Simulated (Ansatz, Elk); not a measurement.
**KRuCl3: X-ray structure factors from the self-consistent density**

The structure of KRuCl3 used here is made up (a known structure type with other elements) and was relaxed beforehand with PBE. The aim is the Fourier transform of its all-electron density, F(hkl), set beside the sum over free spherical atoms that refinements use.

Method: DFT, PBE, all-electron APW+lo, Dirac cores, scalar-relativistic bands, static density, no spin, in Elk 11.2.3 (patched build).

The structure was built from a prototype and need not be the compound's stable phase.

## 1. Starting point

Symmetry: Pm-3m, No. 221, cubic system. Conventional cell: a = 4.891 Å, b = 4.891 Å, c = 4.891 Å, α = 90.00°, β = 90.00°, γ = 90.00°. Nearest to Ru lie 6 Cl at 2.45 Å. Nearest to K lie 12 Cl at 3.46 Å. Cl has 2 Ru at 2.45 Å and 4 K at 3.46 Å nearest. Farther neighbours and most contacts between anions are not listed.

## 2. Ground state and structure factors

An all-electron density is needed, since X-rays see the cores too. Task 0 finds the density and task 195 Fourier-transforms it; tshift is off so that phases refer to the origin typed.

elk.in reads:

```
tasks
  0
  195

xctype
  20

spinpol
  .false.

rgkmax
  7.0

gmaxvr
  14.0

lmaxo
  7

lmaxapw
  8

swidth
  0.002

tshift
  .false.

ramdisk
  .false.

hmaxvr
  5.5

maxscl
  120

epspot
  1e-06

sppath
  './'

avec
  9.24317954128 -0.00000000000 0.00000000000
  -0.00000000000 9.24317954128 0.00000000000
  0.00000000000 -0.00000000000 9.24317954128

atoms
  3
  'Ru.in'
  1
  -0.0000000000 0.0000000000 0.0000000000   0.000000 0.000000 0.000000
  'K.in'
  1
  0.5000000000 0.5000000000 0.5000000000   0.000000 0.000000 0.000000
  'Cl.in'
  3
  0.5000000000 -0.0000000000 -0.0000000000   0.000000 0.000000 0.000000
  0.0000000000 -0.0000000000 0.5000000000   0.000000 0.000000 0.000000
  0.0000000000 0.5000000000 0.0000000000   0.000000 0.000000 0.000000

ngridk
  5 5 5
```

On the command line:

```bash
OMP_NUM_THREADS=4 elk
```

Numbers of over 12 decimals in the logs are rounded to 6 here.

What it wrote:

```text
┌─────────────────────────┐
│ Elk code version 11.2.3 │
└─────────────────────────┘

All units are atomic (Hartree, Bohr, etc.)

┌─────────────────────────────────────────────────┐
│ Ground-state run starting from atomic densities │
└─────────────────────────────────────────────────┘

Lattice vectors :
   9.243179541      -0.000000000       0.000000000
  -0.000000000       9.243179541       0.000000000
   0.000000000      -0.000000000       9.243179541

Reciprocal lattice vectors :
  0.6797644987       0.000000000       0.000000000
   0.000000000      0.6797644987       0.000000000
  -0.000000000      -0.000000000      0.6797644987

Unit cell volume      :    789.7036891
Brillouin zone volume :   0.3141054257

Muffin-tin inner radius fraction :   0.1000000000E-01

Nuclei treated as point charges

Species : 1 (Ru)
 parameters loaded from : Ru.in
 name : ruthenium
 nuclear charge    :   -44.00000000
 electronic charge :    44.00000000
 atomic mass :    184239.3393
 muffin-tin radius :    2.476277792
 number of radial points in muffin-tin :   1193
 inner part over the whole radius :   0.9971043542E-02
 number on inner part of muffin-tin    :    848
 approximate nuclear radius :   0.8462081736E-04
 number of mesh points to nuclear radius :    423
 atomic positions (lattice), magnetic fields (Cartesian) :
  1 :   0.00000000  0.00000000  0.00000000    0.00000000  0.00000000  0.00000000

Species : 2 (K)
 parameters loaded from : K.in
 name : potassium
 nuclear charge    :   -19.00000000
 electronic charge :    19.00000000
 atomic mass :    71271.84090
 muffin-tin radius :    2.400000000
 number of radial points in muffin-tin :    993
 inner part over the whole radius :   0.9891652203E-02
 number on inner part of muffin-tin    :    697
 approximate nuclear radius :   0.6514746337E-04
 number of mesh points to nuclear radius :    319
 atomic positions (lattice), magnetic fields (Cartesian) :
  1 :   0.50000000  0.50000000  0.50000000    0.00000000  0.00000000  0.00000000

Species : 3 (Cl)
 parameters loaded from : Cl.in
 name : chlorine
 nuclear charge    :   -17.00000000
 electronic charge :    17.00000000
 atomic mass :    64626.86550
 muffin-tin radius :    2.095311978
 number of radial points in muffin-tin :    793
 inner part over the whole radius :   0.9945752909E-02
 number on inner part of muffin-tin    :    554
 approximate nuclear radius :   0.6305718926E-04
 number of mesh points to nuclear radius :    253
 atomic positions (lattice), magnetic fields (Cartesian) :
  1 :   0.50000000  0.00000000  0.00000000    0.00000000  0.00000000  0.00000000
  2 :   0.00000000  0.00000000  0.50000000    0.00000000  0.00000000  0.00000000
  3 :   0.00000000  0.50000000  0.00000000    0.00000000  0.00000000  0.00000000

Total number of atoms per unit cell :    5
Total muffin-tin volume :    237.1096669
 ratio of muffin-tin to unit cell volume :   0.3002514363

Spin treatment :
 spin-unpolarised

Number of Bravais lattice symmetries :   48
Number of crystal symmetries         :   48
Crystal has inversion symmetry
Real symmetric eigensolver will be used

k-point grid :      5     5     5
k-point offset :    0.000000000       0.000000000       0.000000000
k-point set is reduced with full crystal symmetry group
Total number of k-points :       10

Muffin-tin radius times maximum |G+k| :    7.000000000
 using average radius
Maximum |G+k| for APW functions       :    3.135578735
Maximum (1/2)|G+k|²                   :    4.915927002
Maximum |G| for potential and density :    14.00000000
Constant for pseudocharge density :    9
 order of it for each species :   16  16  16
 order of it for pair densities of each species (exact exchange by exxq0 0: 17) :   12  11   8
Radial integration step length :    1

G-vector grid sizes :     42    42    42
Number of G-vectors :    36449

Maximum angular momentum used for
 APW functions            :    8
 outer part of muffin-tin :    7
 inner part of muffin-tin :    2

Total nuclear charge    :   -114.0000000
[...]
xc potential                :     -327.09414121703
 exchange                    :     -246.58241071303
 correlation                 :     -5.092603
 electron entropic           :    -0.15779516714694E-02
 total energy                :     -6519.8645201150

Density of states at Fermi energy :    105.6159080
 (states/Hartree/unit cell)

Estimated indirect band gap :   0.4391802445E-02
 from k-point 6 to k-point 6
Estimated direct band gap   :   0.4391802445E-02
 at k-point 6

Charges :
 core                        :    68.00000000
 valence                     :    46.00000000
 interstitial                :    7.992284333
 muffin-tins (core leakage)
  species : 1 (Ru)
   atom 1                    :    42.00321768     ( -0.2214951813E-06)
  species : 2 (K)
[...]
species : 3 (Cl)
[...]
total in muffin-tins        :    106.0077157
 total calculated charge     :    113.9989313
 total charge                :    114.0000000
 error                       :   0.1068715075E-02

RMS change in Kohn-Sham potential (target) :   0.3449363664     (  0.1000000000E-05)
Absolute change in total energy (target)   :   0.2913777975     (  0.1000000000E-03)

[... loops 3 to 14 left out ...]

┌──────────────────┐
│ Loop number : 15 │
└──────────────────┘

Energies :
 Fermi                       :     0.134151
 sum of occupied eigenvalues :     -3839.6339619413
 electron kinetic            :      6712.7764192009
 core electron kinetic       :      6489.9693457765
 Coulomb                     :     -12979.482140297
 Coulomb potential           :     -10225.159108192
 nuclear-nuclear             :     -697.14157110785
 electron-nuclear            :     -14354.311573835
 Hartree                     :      2071.9710046453
 Madelung                    :     -7866.9025862012
 xc potential                :     -327.25127295013
 exchange                    :     -246.81967143307
 correlation                 :     -5.097057
 electron entropic           :    -0.20911405385297E-02
 total energy                :     -6518.6245405560

Density of states at Fermi energy :    144.9696590
 (states/Hartree/unit cell)

Estimated indirect band gap :   0.3301149960E-02
 from k-point 6 to k-point 6
Estimated direct band gap   :   0.3301149960E-02
 at k-point 6

Charges :
 core                        :    68.00000000
 valence                     :    46.00000000
 interstitial                :    7.821433832
 muffin-tins (core leakage)
  species : 1 (Ru)
[...]
species : 2 (K)
[...]
species : 3 (Cl)
[...]
total in muffin-tins        :    106.1785662
 total calculated charge     :    113.9987882
 total charge                :    114.0000000
 error                       :   0.1211756220E-02

RMS change in Kohn-Sham potential (target) :   0.7833829503E-07 (  0.1000000000E-05)
Absolute change in total energy (target)   :   0.3494980865E-04 (  0.1000000000E-03)

Convergence targets achieved

┌──────────────────┐
│ Loop number : 16 │
└──────────────────┘

Energies :
 Fermi                       :     0.134151
 sum of occupied eigenvalues :     -3839.6339611296
 electron kinetic            :      6712.7764193258
 core electron kinetic       :      6489.9693464702
 Coulomb                     :     -12979.482139758
 Coulomb potential           :     -10225.159109371
 nuclear-nuclear             :     -697.14157110785
 electron-nuclear            :     -14354.311571440
 Hartree                     :      2071.9710027906
 Madelung                    :     -7866.9025850720
 xc potential                :     -327.25127108428
 exchange                    :     -246.81967136218
 correlation                 :     -5.097057
 electron entropic           :    -0.20911405739202E-02
 total energy                :     -6518.6245398256

Density of states at Fermi energy :    144.9696579
 (states/Hartree/unit cell)

Estimated indirect band gap :   0.3301151964E-02
 from k-point 6 to k-point 6
Estimated direct band gap   :   0.3301151964E-02
 at k-point 6

Charges :
 core                        :    68.00000000
 valence                     :    46.00000000
 interstitial                :    7.821433849
 muffin-tins (core leakage)
  species : 1 (Ru)
[...]
species : 2 (K)
[...]
species : 3 (Cl)
   atom 1                    :    15.38711633     (  0.3337240841E-04)
   atom 2                    :    15.38711633     (  0.3337240841E-04)
   atom 3                    :    15.38711633     (  0.3337240841E-04)
 total in muffin-tins        :    106.1785662
 total calculated charge     :    113.9987882
 total charge                :    114.0000000
 error                       :   0.1211756591E-02

┌──────────────────────────────┐
│ Self-consistent loop stopped │
└──────────────────────────────┘

Wrote STATE.OUT
```

Elapsed: 29 s, on 4 threads of Intel Xeon Platinum 8259CL at 2.50GHz (Skylake/Cascade Lake), shared host; peak memory 0.21 GiB.

SFACRHO.OUT:

```text

h k l indices transformed by vhmat matrix:
   1.000000000       0.000000000       0.000000000    
   0.000000000       1.000000000       0.000000000    
   0.000000000       0.000000000       1.000000000    

      h      k      l  multipl.   |H|            Re(F)            Im(F)           |F|

      0      0      0      1   0.0000000       114.00000      0.18931376E-15   114.00000    
      0      0      1      6  0.67976450       39.195337      0.31599203E-14   39.195337    
      0     -1      1     12  0.96133217       39.635437     -0.59507696E-16   39.635437    
     -1     -1     -1      8   1.1773866      -16.578824     -0.85885366E-14   16.578824    
      0      0     -2      6   1.3595290       84.029016      0.58189568E-14   84.029016    
     -1     -2      0     24   1.5199996       31.706824     -0.34587276E-14   31.706824    
     -2      1      1     24   1.6650762       33.973128      0.47113624E-14   33.973128    
     -2      2      0     12   1.9226643       70.911226      0.12423563E-15   70.911226    
     -2      1     -2     24   2.0392935       28.204563      0.16143893E-14   28.204563    
     -3      0      0      6   2.0392935       27.898320      0.27474991E-13   27.898320    
      0      3     -1     24   2.1496041       29.997628      0.19885630E-14   29.997628    
      3     -1      1     24   2.2545238      -8.7629535     -0.87352663E-14   8.7629535    
      2      2      2      8   2.3547733       63.569357     -0.13790357E-13   63.569357    
      0      3     -2     24   2.4509258       25.854534     -0.25738987E-13   25.854534    
     -3      1      2     48   2.5434459       27.469021      0.24703553E-14   27.469021    
      4      0      0      6   2.7190580       58.496049     -0.81555417E-14   58.496049    
     -1      0      4     24   2.8027408       24.192026     -0.18772742E-14   24.192026    
      2     -3     -2     24   2.8027408       24.338990      0.23717800E-13   24.338990
```

Elk indexes on the primitive cell of elk.in and gives |H| = 4π sin θ/λ in inverse bohr. Below, one row stands for each form hkl of the conventional cell (m members, Friedel mates merged), F is for one primitive cell and the density is static (no thermal factor). Free-atom factors are Waasmaier and Kirfel's, and R is Σm||F|−|F'||/Σm|F|.

| hkl | m | sin θ/λ (Å⁻¹) | abs F, DFT | neutral atoms | diff. |
| --- | --- | --- | --- | --- | --- |
| 100 | 6 | 0.102 | 39.195 | 39.151 | +0.045 |
| 110 | 12 | 0.145 | 39.635 | 39.904 | -0.268 |
| 111 | 8 | 0.177 | 16.579 | 16.142 | +0.437 |
| 200 | 6 | 0.204 | 84.029 | 84.005 | +0.024 |
| 210 | 24 | 0.229 | 31.707 | 31.801 | -0.094 |
| 211 | 24 | 0.250 | 33.973 | 33.966 | +0.007 |
| 220 | 12 | 0.289 | 70.911 | 70.973 | -0.062 |
| 221 | 24 | 0.307 | 28.205 | 28.192 | +0.013 |
| 300 | 6 | 0.307 | 27.898 | 28.192 | -0.293 |
| 310 | 24 | 0.323 | 29.998 | 30.085 | -0.087 |
| 311 | 24 | 0.339 | 8.763 | 8.805 | -0.042 |
| 222 | 8 | 0.354 | 63.569 | 63.501 | +0.068 |
| 320 | 24 | 0.369 | 25.855 | 25.891 | -0.036 |
| 321 | 48 | 0.383 | 27.469 | 27.349 | +0.120 |

## 3. The highest occupied states alone

An energy window below the Fermi level keeps the highest occupied states, to see at which angles they scatter; shallow core shells can lie inside it and anion s states outside. No new self-consistency is needed.

elk.in, as its differences from that of step 2:

```diff
@@ -1,3 +1,2 @@
 tasks
-  0
   195
@@ -40,2 +39,5 @@
 
+wsfac
+  -0.306840 0.434150
+
 sppath
```

On the command line:

```bash
OMP_NUM_THREADS=4 elk
```

What it wrote:

```text
┌─────────────────────────────────┐
│ Elk code version 11.2.3 started │
└─────────────────────────────────┘

Info(readinput): the functional depends on the density's gradient
 muffin-tin radial points multiplied by    2.00000
 (not where nrmtscf is given)

┌────────────────────┐
│ Current task : 195 │
└────────────────────┘
Info(checkmt): changed muffin-tin radius of species 1 (Ru) from   2.6000 to   2.4763
Info(checkmt): changed muffin-tin radius of species 3 (Cl) from   2.2000 to   2.0953

Info(sfacrho): density structure factors written to SFACRHO.OUT

 Energy window :  -0.3068400000      0.4341500000

┌──────────────────┐
│ Elk code stopped │
└──────────────────┘
```

Wall time 15 s (4 threads); peak memory 0.16 GiB; 17 s of CPU time.

States within 12 eV below the Fermi level hold 24.00 electrons; any levels below the window count with the cores. Their amplitudes can exceed the total, where window and core parts have opposite phase:

| hkl | sin θ/λ (Å⁻¹) | abs F, window | abs F, all |
| --- | --- | --- | --- |
| 100 | 0.102 | 9.325 | 39.195 |
| 110 | 0.145 | 1.217 | 39.635 |
| 111 | 0.177 | 3.279 | 16.579 |
| 200 | 0.204 | 7.359 | 84.029 |
| 210 | 0.229 | 3.222 | 31.707 |
| 211 | 0.250 | 0.901 | 33.973 |
| 220 | 0.289 | 2.415 | 70.911 |
| 221 | 0.307 | 1.231 | 28.205 |
| 300 | 0.307 | 0.784 | 27.898 |
| 310 | 0.323 | 0.336 | 29.998 |

## 4. Another functional

The difference from free atoms is small, so it is set against the change that LDA (Perdew-Wang) makes.

elk.in, as its differences from that of step 3:

```diff
@@ -1,2 +1,3 @@
 tasks
+  0
   195
@@ -4,3 +5,3 @@
 xctype
-  20
+  3
 
@@ -39,5 +40,2 @@
 
-wsfac
-  -0.306840 0.434150
-
 sppath
```

On the command line:

```bash
OMP_NUM_THREADS=4 elk
```

What it wrote:

```text
┌─────────────────────────┐
│ Elk code version 11.2.3 │
└─────────────────────────┘

All units are atomic (Hartree, Bohr, etc.)

┌─────────────────────────────────────────────────┐
│ Ground-state run starting from atomic densities │
└─────────────────────────────────────────────────┘

Lattice vectors :
   9.243179541      -0.000000000       0.000000000
  -0.000000000       9.243179541       0.000000000
   0.000000000      -0.000000000       9.243179541

Reciprocal lattice vectors :
  0.6797644987       0.000000000       0.000000000
[...]
interstitial                :    7.939035797
 muffin-tins (core leakage)
  species : 1 (Ru)
[...]
species : 2 (K)
[...]
species : 3 (Cl)
[...]
atom 2                    :    15.35043588     (  0.2621611533E-04)
   atom 3                    :    15.35043588     (  0.2621611533E-04)
 total in muffin-tins        :    106.0609642
 total calculated charge     :    113.9987965
 total charge                :    114.0000000
 error                       :   0.1203485714E-02

┌──────────────────────────────┐
│ Self-consistent loop stopped │
└──────────────────────────────┘

Wrote STATE.OUT
[key lines of the parts left out:]
total energy                :     -6508.7824806951
```

Elapsed: 17 s, on 4 threads; peak memory 0.18 GiB.

Against the first run R = 0.07 %; the largest change is -0.080 at 200.

## 5. Basis size

A smaller basis shows how fast F responds to it; the change is likely larger than the basis error of the first run, but doesn't show convergence.

elk.in, as its differences from that of step 4:

```diff
@@ -5,3 +5,3 @@
 xctype
-  3
+  20
 
@@ -11,3 +11,3 @@
 rgkmax
-  7.0
+  5.5
```

On the command line:

```bash
OMP_NUM_THREADS=4 elk
```

What it wrote:

```text
┌─────────────────────────┐
│ Elk code version 11.2.3 │
└─────────────────────────┘

All units are atomic (Hartree, Bohr, etc.)

┌─────────────────────────────────────────────────┐
│ Ground-state run starting from atomic densities │
└─────────────────────────────────────────────────┘

Lattice vectors :
   9.243179541      -0.000000000       0.000000000
  -0.000000000       9.243179541       0.000000000
   0.000000000      -0.000000000       9.243179541

Reciprocal lattice vectors :
  0.6797644987       0.000000000       0.000000000
[...]
interstitial                :    8.042212096
 muffin-tins (core leakage)
  species : 1 (Ru)
[...]
species : 2 (K)
[...]
species : 3 (Cl)
[...]
atom 2                    :    15.34008291     (  0.3315158035E-04)
   atom 3                    :    15.34008291     (  0.3315158035E-04)
 total in muffin-tins        :    105.9577879
 total calculated charge     :    113.9994457
 total charge                :    114.0000000
 error                       :   0.5543179710E-03

┌──────────────────────────────┐
│ Self-consistent loop stopped │
└──────────────────────────────┘

Wrote STATE.OUT
[key lines of the parts left out:]
total energy                :     -6518.5034932297
```

The job ended after 26 s (4 threads; peak memory 0.2 GiB; 42 s of CPU time).

Against the first run R = 0.05 %; the largest change is -0.092 at 200.

## 6. Settings against the effect

| run | R against the first run (%) | R against neutral atoms, low angle (%) | wall time |
| --- | --- | --- | --- |
| PBE, rgkmax 7 | 0.00 | 0.27 | 29 s |
| LDA (Perdew-Wang) | 0.07 | 0.28 | 17 s |
| rgkmax 5.5 | 0.05 | 0.32 | 26 s |

## 7. What came out

| Item | Value |
| --- | --- |
| R against neutral atoms, sin θ/λ < 0.3 Å⁻¹ | 0.27 % |
| R against neutral atoms, 0.3 to 0.82 Å⁻¹ | 0.37 % |

Independent neutral atoms miss the calculated amplitudes by R = 0.27 % below 0.3 Å⁻¹ and 0.37 % from there to 0.82 Å⁻¹; by shells, 0.49 % below 0.15 Å⁻¹ (2 forms), 0.22 % 0.15 to 0.3 (5 forms), 0.38 % 0.3 to 0.45 (13 forms), 0.37 % above 0.45 (62 forms). Bonding, aspherical density and the tables' own atoms all enter these figures, and the runs don't part them. The largest change of an amplitude is +0.44 electrons, at 111. The window's part falls from 24.0 electrons at the origin to at most 0.55 between 0.45 and 0.82 Å⁻¹. Below 0.3 Å⁻¹ the changes that finished (LDA (Perdew-Wang) and rgkmax 5.5) move F by R = 0.07 % at most, against the 0.27 % that separates it from free atoms. The k-mesh has no finished test. These runs have no spin, though d or f shells may be open. Part of the difference isn't bonding: the tables are fits to free atoms and ions calculated by other methods than this functional. Thermal motion, anomalous dispersion and extinction are left out.

[Logs are printed without paths, hosts, clocks, repeated set-up lines and the standing remarks that a program may print on its own settings, such as how far it seeks lower states.]

[Hosts, paths, dates, database ids (printed as entryN), source tags and the programs' standing remarks are cut or masked in the printed files.]
